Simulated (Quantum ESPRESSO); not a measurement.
Entries from a set of simulations; values are calculated unless marked as measured.

**CoSi: parallel and opposed starts**

The structure is cubic, space group P2_13 (No. 198). Conventional cell: a = 4.438 Å, b = 4.438 Å, c = 4.438 Å, α = 90.00°, β = 90.00°, γ = 90.00°. Co has 7 Si at 2.28 to 2.47 Å nearest. Nearest to Si lie 7 Co at 2.28 to 2.47 Å. Farther neighbours are not listed.

- method: PBEsol; plane waves with GBRV 1.5 PBEsol potentials, no spin-orbit coupling (and 1 further level or step)
- program: Quantum ESPRESSO 7.5
- settings of one run: GBRV 1.5 PBEsol, potential files Co: co_pbesol_v1.2.uspp.F.UPF, Si: si_pbesol_v1.uspp.F.UPF, cutoff 544.23 eV, 6×6×6 k-mesh, 59 bands, fermi-dirac occupations, smearing width 0.1 eV, collinear spin, SCF threshold 1.60e-8, mesh matched on, starting moments 2 2 2 2 0 0 0 0 μB
- cost: 3 runs, 11 min in all on 4 MPI ranks of Arm Neoverse N1, shared host (the runs of this entry)
- notes: The database entry behind the starting cell differs from later determinations by our own check (0.1 to 0.3 % short, probably kX units).
- lowest state found: non-magnetic (from ferro ++++, antiferro ++-- and ferri +++-)
- largest site moment: 0 μB

The lowest state carries no moment, and no start kept one. This is the lowest of 3 collinear or spinless starts, no proof of the ground state.

[Hosts, paths, dates, database ids (printed as entryN), source tags and the programs' standing remarks are cut or masked in the printed files.]

[Where a cell is said to come from a database of computed structures, the database is the Materials Project.]
